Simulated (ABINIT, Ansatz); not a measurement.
## A GW chain in ABINIT: BaIBr (Pnma)

Aim: the G0W0 gap of BaIBr (Pnma) on PBEsol, step by step.

Calculated with ABINIT 10.8.3; PBEsol and many-body steps on it, plane waves.

### Step 1. The structure

The structure is orthorhombic, space group Pnma (No. 62). The conventional cell has a = 8.814 Å, b = 5.124 Å, c = 10.192 Å, α = 90.00°, β = 90.00°, γ = 90.00°. Ba has 4 Br at 3.31 to 3.34 Å and 5 I at 3.67 to 3.76 Å nearest. I has 5 Ba at 3.67 to 3.76 Å nearest. Nearest to Br lie 4 Ba at 3.31 to 3.34 Å. Farther neighbours and most contacts between anions are not listed.

The cell and positions are those that the Materials Project relaxed with its own functionals (PBE, PBE+U or r2SCAN), kept fixed. Spin-orbit coupling is left out unless a step names it.

### Step 2. Ground state

This step: ABINIT 10.8.3; DFT, PBEsol, plane waves, norm-conserving pseudopotentials.

The ground-state density comes first.

Contents of run.abi:

```
acell 3*1.0 Angstrom
rprim 
  8.814460390000 0.000000000000 0.000000000000
  0.000000000000 5.124291030000 0.000000000000
  0.000000000000 0.000000000000 10.191678390000
ntypat 3
znucl 56 53 35
natom 12
typat 1 1 1 1 2 2 2 2 3 3 3 3
xred 
  0.728824540000 0.250000000000 0.375137030000
  0.271175460000 0.750000000000 0.624862970000
  0.771175460000 0.750000000000 0.875137030000
  0.228824540000 0.250000000000 0.124862970000
  0.471610560000 0.250000000000 0.831776550000
  0.528389440000 0.750000000000 0.168223450000
  0.028389440000 0.750000000000 0.331776550000
  0.971610560000 0.250000000000 0.668223450000
  0.856471900000 0.250000000000 0.066685850000
  0.143528100000 0.750000000000 0.933314150000
  0.643528100000 0.750000000000 0.566685850000
  0.356471900000 0.250000000000 0.433314150000
pp_dirpath "pseudos"
pseudos "Ba.upf, I.upf, Br.upf"
ecut 31
ngkpt 2 4 2
nshiftk 1
shiftk 0 0 0
kptopt 1
chksymbreak 0
nband 58
occopt 1
tolvrs 1e-08
nstep 60
prtwf 0
optforces 0
optstress 0
indata_prefix "in"
outdata_prefix "out"
tmpdata_prefix "tmp"
```

Started as:

```sh
$ OMP_NUM_THREADS=1 mpirun -n 8 abinit run.abi > log
```

Numbers of over 12 decimals in the logs are rounded to 6 here.

Log:

```text
.Version 10.8.3 of ABINIT. v10.8.2 released Aug 2026.

 Symmetries : space group Pn m a (# 62); Bravais oP (primitive ortho.)
================================================================================
 Values of the parameters that define the memory need of the present run
     intxc =       0    ionmov =       0      iscf =       7    lmnmax =       6
     lnmax =       6     mgfft =     100  mpssoang =       3    mqgrid =    4828
     natom =      12  nloc_mem =       1    nspden =       1   nspinor =       1
    nsppol =       1      nsym =       8    n1xccc =    2501    ntypat =       3
    occopt =       1   xclevel =       2
-    mband =          58        mffmem =           1         mkmem =           2
       mpw =       25636          nfft =      450000          nkpt =          12
================================================================================
  Rough estimation (10% accuracy) of disk space for files :
================================================================================

--------------------------------------------------------------------------------
------------- Echo of variables that govern the present computation ------------
--------------------------------------------------------------------------------
 -outvars: echo values of preprocessed input variables --------
            acell      1.8897261259E+00  1.8897261259E+00  1.8897261259E+00 Bohr

      chksymbreak           0
             ecut      3.10000000E+01 Hartree
-          fftalg         312

              ixc     -116133
              kpt      0.00000000E+00  0.00000000E+00  0.00000000E+00
                       5.00000000E-01  0.00000000E+00  0.00000000E+00
                       0.00000000E+00  2.50000000E-01  0.00000000E+00
                       5.00000000E-01  2.50000000E-01  0.00000000E+00
                       0.00000000E+00  5.00000000E-01  0.00000000E+00
                       5.00000000E-01  5.00000000E-01  0.00000000E+00
                       0.00000000E+00  0.00000000E+00  5.00000000E-01
                       5.00000000E-01  0.00000000E+00  5.00000000E-01
                       0.00000000E+00  2.50000000E-01  5.00000000E-01
                       5.00000000E-01  2.50000000E-01  5.00000000E-01
                       0.00000000E+00  5.00000000E-01  5.00000000E-01
[...]
kptrlatt        2    0    0      0    4    0      0    0    2
          kptrlen      3.33138322E+01
P           mkmem           2
            natom          12
            nband          58
            ngfft          90      50     100
             nkpt          12
            nstep          60
             nsym           8
           ntypat           3
              occ      2.000000  2.000000  2.000000  2.000000  2.000000  2.000000
                       2.000000  2.000000  2.000000  2.000000  2.000000  2.000000
                       2.000000  2.000000  2.000000  2.000000  2.000000  2.000000
                       2.000000  2.000000  2.000000  2.000000  2.000000  2.000000
                       2.000000  2.000000  2.000000  2.000000  2.000000  2.000000
                       2.000000  2.000000  2.000000  2.000000  2.000000  2.000000
                       2.000000  2.000000  2.000000  2.000000  2.000000  2.000000
                       2.000000  2.000000  2.000000  2.000000  2.000000  2.000000
                       0.000000  0.000000  0.000000  0.000000  0.000000  0.000000
                       0.000000  0.000000  0.000000  0.000000
        optforces           0
        optstress           0
            prtwf           0
            rprim      8.8144603900E+00  0.0000000000E+00  0.0000000000E+00
[...]
spgroup          62

           tolvrs      1.00000000E-08

             xred      7.2882454000E-01  2.5000000000E-01  3.7513703000E-01
[...]
znucl       56.00000   53.00000   35.00000

================================================================================

 chkinp: Checking input parameters for consistency.

================================================================================
== DATASET  1 ==================================================================
-   mpi_nproc: 8, omp_nthreads: 1 (-1 if OMP is not activated)
-    --> not optimal distribution: autoparal keyword recommended in input file <--

--- !DatasetInfo
iteration_state: {dtset: 1, }
dimensions: {natom: 12, nkpt: 12, mband: 58, nsppol: 1, nspinor: 1, nspden: 1, mpw: 25636, }
cutoff_energies: {ecut:  31.0, pawecutdg:  -1.0, }
electrons: {nelect:   9.60000000E+01, charge:   0.00000000E+00, occopt:   1.00000000E+00, tsmear:   1.00000000E-02, }

 Real(R)+Recip(G) space primitive vectors, cartesian coordinates (Bohr,Bohr^-1):
 R(1)= 16.6569161  0.0000000  0.0000000  G(1)=  0.0600351  0.0000000  0.0000000
 R(2)=  0.0000000  9.6835066  0.0000000  G(2)=  0.0000000  0.1032684  0.0000000
 R(3)=  0.0000000  0.0000000 19.2594809  G(3)=  0.0000000  0.0000000  0.0519225
 Unit cell volume ucvol=  3.1065034E+03 bohr^3
 Angles (23,13,12)=  9.00000000E+01  9.00000000E+01  9.00000000E+01 degrees

 getcut: wavevector=  0.0000  0.0000  0.0000  ngfft=  90  50 100
         ecut(hartree)=     31.000   => boxcut(ratio)=   2.06011

--- Pseudopotential description ------------------------------------------------
[...]
nproj     2     2     2
  pspatm : epsatm=   10.94932683
         --- l  ekb(1:nproj) -->
[...]
pspatm: atomic psp has been read  and splines computed

   2.12989028E+04                                ecore*ucvol(ha*bohr**3)
--------------------------------------------------------------------------------

_setup2: Arith. and geom. avg. npw (full set) are   25612.188   25612.173

================================================================================

--- !BeginCycle
iteration_state: {dtset: 1, }
solver: {iscf: 7, nstep: 60, nline: 4, wfoptalg: 0, }
tolerances: {tolvrs: 1.00E-08, }

     iter   Etot(hartree)      deltaE(h)  residm     vres2
 ETOT  1  -227.86488481828    -2.279E+02 2.259E-02 1.773E+02
 ETOT  2  -227.94367988546    -7.880E-02 3.634E-03 1.320E+01
 ETOT  3  -227.94474646810    -1.067E-03 1.667E-03 4.899E+00
 ETOT  4  -227.94492771705    -1.812E-04 1.225E-03 5.710E-01
 ETOT  5  -227.94494824254    -2.053E-05 1.028E-03 4.421E-02
 ETOT  6  -227.94494985666    -1.614E-06 5.525E-04 1.939E-03
 ETOT  7  -227.94494994523    -8.857E-08 7.211E-04 4.598E-05
 ETOT  8  -227.94494994767    -2.444E-09 4.820E-04 6.880E-06
 ETOT  9  -227.94494994800    -3.266E-10 3.284E-04 2.433E-07
 ETOT 10  -227.94494994801    -1.131E-11 4.075E-04 1.842E-08
 ETOT 11  -227.94494994802    -9.749E-12 2.112E-04 1.278E-09

 At SCF step   11       vres2   =  1.28E-09 < tolvrs=  1.00E-08 =>converged.

--- !ResultsGS
iteration_state: {dtset: 1, }
comment   : Summary of ground state results
lattice_vectors:
- [ 16.6569161,   0.0000000,   0.0000000, ]
- [  0.0000000,   9.6835066,   0.0000000, ]
- [  0.0000000,   0.0000000,  19.2594809, ]
lattice_lengths: [  16.65692,    9.68351,   19.25948, ]
lattice_angles: [ 90.000,  90.000,  90.000, ] # degrees, (23, 13, 12)
lattice_volume:   3.1065034E+03
convergence: {deltae: -9.749E-12, res2:  1.278E-09, residm:  2.112E-04, diffor:  0.000E+00, }
etotal    :  -2.27944950E+02
entropy   :   0.00000000E+00
fermie    :   8.46262119E-02
cartesian_stress_tensor: null
pressure_GPa: null
xred      :
- [  7.2882E-01,   2.5000E-01,   3.7514E-01, Ba]
- [  2.7118E-01,   7.5000E-01,   6.2486E-01, Ba]
- [  7.7118E-01,   7.5000E-01,   8.7514E-01, Ba]
- [  2.2882E-01,   2.5000E-01,   1.2486E-01, Ba]
- [  4.7161E-01,   2.5000E-01,   8.3178E-01,  I]
- [  5.2839E-01,   7.5000E-01,   1.6822E-01,  I]
- [  2.8389E-02,   7.5000E-01,   3.3178E-01,  I]
- [  9.7161E-01,   2.5000E-01,   6.6822E-01,  I]
- [  8.5647E-01,   2.5000E-01,   6.6686E-02, Br]
- [  1.4353E-01,   7.5000E-01,   9.3331E-01, Br]
- [  6.4353E-01,   7.5000E-01,   5.6669E-01, Br]
- [  3.5647E-01,   2.5000E-01,   4.3331E-01, Br]
cartesian_forces: null
force_length_stats: {min: null, max: null, mean: null, }

 Integrated electronic density in atomic spheres:
 ------------------------------------------------
 Atom  Sphere_radius  Integrated_density
[...]
================================================================================

 ----iterations are completed or convergence reached----

 Mean square residual over all n,k,spin=   13.229E-07; max=  21.117E-05
 reduced coordinates (array xred) for   12 atoms
[...]
0.971610560000      0.250000000000      0.668223450000
       0.856471900000      0.250000000000      0.066685850000
       0.143528100000      0.750000000000      0.933314150000
       0.643528100000      0.750000000000      0.566685850000
       0.356471900000      0.250000000000      0.433314150000
 rms dE/dt=  0.0000E+00; max dE/dt=  0.0000E+00; dE/dt below (all hartree)
    1       0.000000000000      0.000000000000      0.000000000000
    2       0.000000000000      0.000000000000      0.000000000000
    3       0.000000000000      0.000000000000      0.000000000000
    4       0.000000000000      0.000000000000      0.000000000000
    5       0.000000000000      0.000000000000      0.000000000000
    6       0.000000000000      0.000000000000      0.000000000000
    7       0.000000000000      0.000000000000      0.000000000000
    8       0.000000000000      0.000000000000      0.000000000000
    9       0.000000000000      0.000000000000      0.000000000000
[...]
cartesian coordinates (angstrom) at end:
[...]
8      8.564223     1.281073     6.810318
    9      7.549338     1.281073     0.679641
   10      1.265123     3.843218     9.512038
   11      5.672353     3.843218     5.775480
   12      3.142107     1.281073     4.416198
 length scales=  1.889726125908  1.889726125908  1.889726125908 bohr
              =  1.000000000000  1.000000000000  1.000000000000 angstroms
 prteigrs : about to open file out_EIG
 Fermi (or HOMO) energy (hartree) =   0.08463   Average Vxc (hartree)=  -0.31838
 Eigenvalues (hartree) for nkpt=  12  k points:
 kpt#   1, nband= 58, wtk=  0.06250, kpt=  0.0000  0.0000  0.0000 (reduced coord)
  -0.89017   -0.89000   -0.88997   -0.88995   -0.42044   -0.41227   -0.41029   -0.40500
  -0.35720   -0.34740   -0.34572   -0.34489   -0.34468   -0.34385   -0.34363   -0.34361
  -0.34358   -0.34353   -0.34174   -0.32968   -0.31471   -0.30771   -0.30742   -0.30296
  -0.00585   -0.00004    0.00030    0.00170    0.01079    0.01125    0.01499    0.01651
   0.01994    0.02030    0.03041    0.03200    0.03876    0.04090    0.04469    0.05293
   0.05310    0.05602    0.05903    0.06563    0.07326    0.07791    0.07994    0.08463
   0.21044    0.23104    0.23251    0.23785    0.24570    0.24997    0.26077    0.26363
   0.26384    0.27299
 prteigrs : prtvol=0 or 1, do not print more k-points.

--- !EnergyTerms
iteration_state     : {dtset: 1, }
comment             : Components of total free energy in Hartree
kinetic             :  5.60391116948660E+01
hartree             :  2.66856299737033E+01
xc                  : -6.30385181548212E+01
Ewald energy        : -1.73970716318333E+02
psp_core            :  6.85623036909702E+00
local_psp           : -1.11133719577935E+02
non_local_psp       :  3.06170320654048E+01
total_energy        : -2.27944949948018E+02
total_energy_eV     : -6.20269807585632E+03
band_energy         : -1.94449263689930E+01

== END DATASET(S) ==============================================================
================================================================================

 -outvars: echo values of variables after computation  --------
           etotal     -2.2794494995E+02
            nband          58
             nkpt          12
          spgroup          62
 [... the other variables as echoed above ...]

 Calculation completed.
```

It took 5.2 min on 8 MPI ranks of Arm Neoverse N1, shared host; peak memory 1.6 GiB; 41 min of CPU time.

Numbers from this step:

| Item | Value |
| --- | --- |
| total energy | -6202.6981 eV |
| gap | 3.423 eV |
| k of the valence top | 0, 0, 0 |
| k of the conduction bottom | 0, 0, 0 |
| least direct gap | 3.423 eV |

The gap is direct, at Γ.

### Step 3. Empty states on the mesh, 2×2×1 mesh, 459 bands

The sums over transitions need many empty states on a uniform mesh; this step solves for them.

Changes to run.abi since step 2:

```diff
@@ -25,3 +25,3 @@
 ecut 31
-ngkpt 2 4 2
+ngkpt 2 2 1
 nshiftk 1
@@ -30,9 +30,10 @@
 chksymbreak 0
-nband 58
-occopt 1
-tolvrs 1e-08
+iscf -2
+irdden 1
+istwfk *1
+nband 459
+nbdbuf 40
+tolwfr 1e-09
 nstep 60
-prtwf 0
-optforces 0
-optstress 0
+prtvol 0
 indata_prefix "in"
```

Started as:

```sh
$ OMP_NUM_THREADS=2 mpirun -n 4 abinit run.abi > log
```

Log:

```text
.Version 10.8.3 of ABINIT. v10.8.2 released Aug 2026.

 Symmetries : space group Pn m a (# 62); Bravais oP (primitive ortho.)
[... echo of the input left out ...]
== DATASET  1 ==================================================================
-   mpi_nproc: 4, omp_nthreads: 2 (-1 if OMP is not activated)

--- !DatasetInfo
iteration_state: {dtset: 1, }
dimensions: {natom: 12, nkpt: 4, mband: 459, nsppol: 1, nspinor: 1, nspden: 1, mpw: 25646, }
cutoff_energies: {ecut:  31.0, pawecutdg:  -1.0, }
electrons: {nelect:   9.60000000E+01, charge:   0.00000000E+00, occopt:   1.00000000E+00, tsmear:   1.00000000E-02, }

 Real(R)+Recip(G) space primitive vectors, cartesian coordinates (Bohr,Bohr^-1):
 R(1)= 16.6569161  0.0000000  0.0000000  G(1)=  0.0600351  0.0000000  0.0000000
 R(2)=  0.0000000  9.6835066  0.0000000  G(2)=  0.0000000  0.1032684  0.0000000
 R(3)=  0.0000000  0.0000000 19.2594809  G(3)=  0.0000000  0.0000000  0.0519225
 Unit cell volume ucvol=  3.1065034E+03 bohr^3
 Angles (23,13,12)=  9.00000000E+01  9.00000000E+01  9.00000000E+01 degrees

 getcut: wavevector=  0.0000  0.0000  0.0000  ngfft=  90  50 100
         ecut(hartree)=     31.000   => boxcut(ratio)=   2.06011

--- Pseudopotential description ------------------------------------------------
- Ba Generated using ONCVPSP code by D. R. Hamann
- 56.00000  10.00000  180301                  znucl, zion, pspdat
12 -116133 2 -1 1936                          pspcod,pspxc,lmax,lloc,mmax
     nproj     2     2     2
  pspatm : epsatm=   26.37418133
         --- l  ekb(1:nproj) -->
             0    6.652372    0.677024
             1    5.027722    0.408462
             2    2.543237    0.416854
 pspatm: atomic psp has been read  and splines computed

- I Generated using ONCVPSP code by D. R. Hamann
- 53.00000   7.00000  180301                  znucl, zion, pspdat
12 -116133 2 -1 1182                          pspcod,pspxc,lmax,lloc,mmax
     nproj     2     2     2
  pspatm : epsatm=   18.14238455
         --- l  ekb(1:nproj) -->
[...]
pspatm: atomic psp has been read  and splines computed

- Br Generated using ONCVPSP code by D. R. Hamann
- 35.00000   7.00000  180301                  znucl, zion, pspdat
12 -116133 2 -1 1098                          pspcod,pspxc,lmax,lloc,mmax
     nproj     2     2     2
  pspatm : epsatm=   10.94932683
         --- l  ekb(1:nproj) -->
[...]
pspatm: atomic psp has been read  and splines computed

--------------------------------------------------------------------------------

================================================================================
 prteigrs : about to open file out_EIG
 Non-SCF case, kpt    1 (  0.00000  0.00000  0.00000), residuals and eigenvalues=
  4.06E-10  5.23E-10  2.63E-10  8.22E-10  4.21E-10  5.59E-10  6.00E-10  6.18E-10
  7.08E-10  9.40E-10  7.17E-10  8.53E-10  1.95E-10  1.64E-10  7.20E-10  9.75E-10
[...]
-4.1029E-01 -4.0500E-01 -3.5720E-01 -3.4740E-01 -3.4572E-01 -3.4489E-01
 -3.4468E-01 -3.4385E-01 -3.4363E-01 -3.4361E-01 -3.4358E-01 -3.4353E-01
[...]
1.8431E+00  1.8441E+00  1.8458E+00  1.8557E+00  1.8590E+00  1.8614E+00
  1.8660E+00  1.8661E+00  1.8737E+00  1.8748E+00  1.8771E+00  1.8814E+00
[...]
prteigrs : prtvol=0 or 1, do not print more k-points.

--- !ResultsGS
iteration_state: {dtset: 1, }
comment   : Summary of ground state results
lattice_vectors:
- [ 16.6569161,   0.0000000,   0.0000000, ]
- [  0.0000000,   9.6835066,   0.0000000, ]
- [  0.0000000,   0.0000000,  19.2594809, ]
lattice_lengths: [  16.65692,    9.68351,   19.25948, ]
lattice_angles: [ 90.000,  90.000,  90.000, ] # degrees, (23, 13, 12)
lattice_volume:   3.1065034E+03
convergence: {deltae:  0.000E+00, res2:  0.000E+00, residm:  9.982E-10, diffor:  0.000E+00, }
etotal    :  -2.27944950E+02
entropy   :   0.00000000E+00
fermie    :   8.46262119E-02
cartesian_stress_tensor: null
pressure_GPa: null
xred      :
- [  7.2882E-01,   2.5000E-01,   3.7514E-01, Ba]
- [  2.7118E-01,   7.5000E-01,   6.2486E-01, Ba]
- [  7.7118E-01,   7.5000E-01,   8.7514E-01, Ba]
- [  2.2882E-01,   2.5000E-01,   1.2486E-01, Ba]
- [  4.7161E-01,   2.5000E-01,   8.3178E-01,  I]
- [  5.2839E-01,   7.5000E-01,   1.6822E-01,  I]
- [  2.8389E-02,   7.5000E-01,   3.3178E-01,  I]
- [  9.7161E-01,   2.5000E-01,   6.6822E-01,  I]
- [  8.5647E-01,   2.5000E-01,   6.6686E-02, Br]
- [  1.4353E-01,   7.5000E-01,   9.3331E-01, Br]
- [  6.4353E-01,   7.5000E-01,   5.6669E-01, Br]
- [  3.5647E-01,   2.5000E-01,   4.3331E-01, Br]
cartesian_forces: null
force_length_stats: {min: null, max: null, mean: null, }

 Integrated electronic density in atomic spheres:
 ------------------------------------------------
 Atom  Sphere_radius  Integrated_density
[...]
================================================================================

 ----iterations are completed or convergence reached----

 Mean square residual over all n,k,spin=   42.832E-11; max=  99.824E-11
 reduced coordinates (array xred) for   12 atoms
[...]
0.356471900000      0.250000000000      0.433314150000

 cartesian coordinates (angstrom) at end:
    1      6.424195     1.281073     3.823276
    2      2.390265     3.843218     6.368402
    3      6.797496     3.843218     8.919115
[...]
11      5.672353     3.843218     5.775480
   12      3.142107     1.281073     4.416198
 length scales=  1.889726125908  1.889726125908  1.889726125908 bohr
              =  1.000000000000  1.000000000000  1.000000000000 angstroms
 prteigrs : about to open file out_EIG
 Eigenvalues (hartree) for nkpt=   4  k points:
 kpt#   1, nband=459, wtk=  0.25000, kpt=  0.0000  0.0000  0.0000 (reduced coord)
[...]
1.83163    1.83818    1.83904    1.84047    1.84305    1.84407    1.84585    1.85565
   1.85903    1.86137    1.86603    1.86612    1.87367    1.87477    1.87706    1.88139
   1.88435    1.88523    1.88741
 prteigrs : prtvol=0 or 1, do not print more k-points.

== END DATASET(S) ==============================================================
================================================================================

 -outvars: echo values of variables after computation  --------
            nband         459
             nkpt           4
          spgroup          62
 [... the other variables as echoed above ...]

 Calculation completed.
```

The job ended after 19 min (4 MPI ranks; peak memory 1.7 GiB).

Numbers from this step:

| Quantity | Value |
| --- | --- |
| gap | 3.423 eV |
| k of the valence top | 0, 0, 0 |
| k of the conduction bottom | 0, 0, 0 |
| least direct gap | 3.423 eV |
| k points computed | 4 |
| lowest point of the top converged band, above the valence top | 45.19 eV |

On this mesh the gap is 3.423 eV.

(Continued in part 2 of 2.)

[Paths, hosts, dates, memory and timing lines, banners, echoed tables and standing remarks are left out of the program output.]

[Logs are printed without paths, hosts, clocks, repeated set-up lines and the standing remarks that a program may print on its own settings, such as how far it seeks lower states.]

[Runs of the session that timed out or met a known fault of the program may be left out.]

[Hosts, paths, dates, database ids (printed as entryN), source tags and the programs' standing remarks are cut or masked in the printed files.]

[G0W0 gaps are taken among the corrected bands and points alone; a level outside them can change the order at an edge.]

[Where Ansatz stands beside ABINIT at settings called matched, ABINIT's density can come from a denser mesh and the files from another edition; pairs whose starting gaps differed by over 0.03 eV were left out, so agreement reads better than it is.]
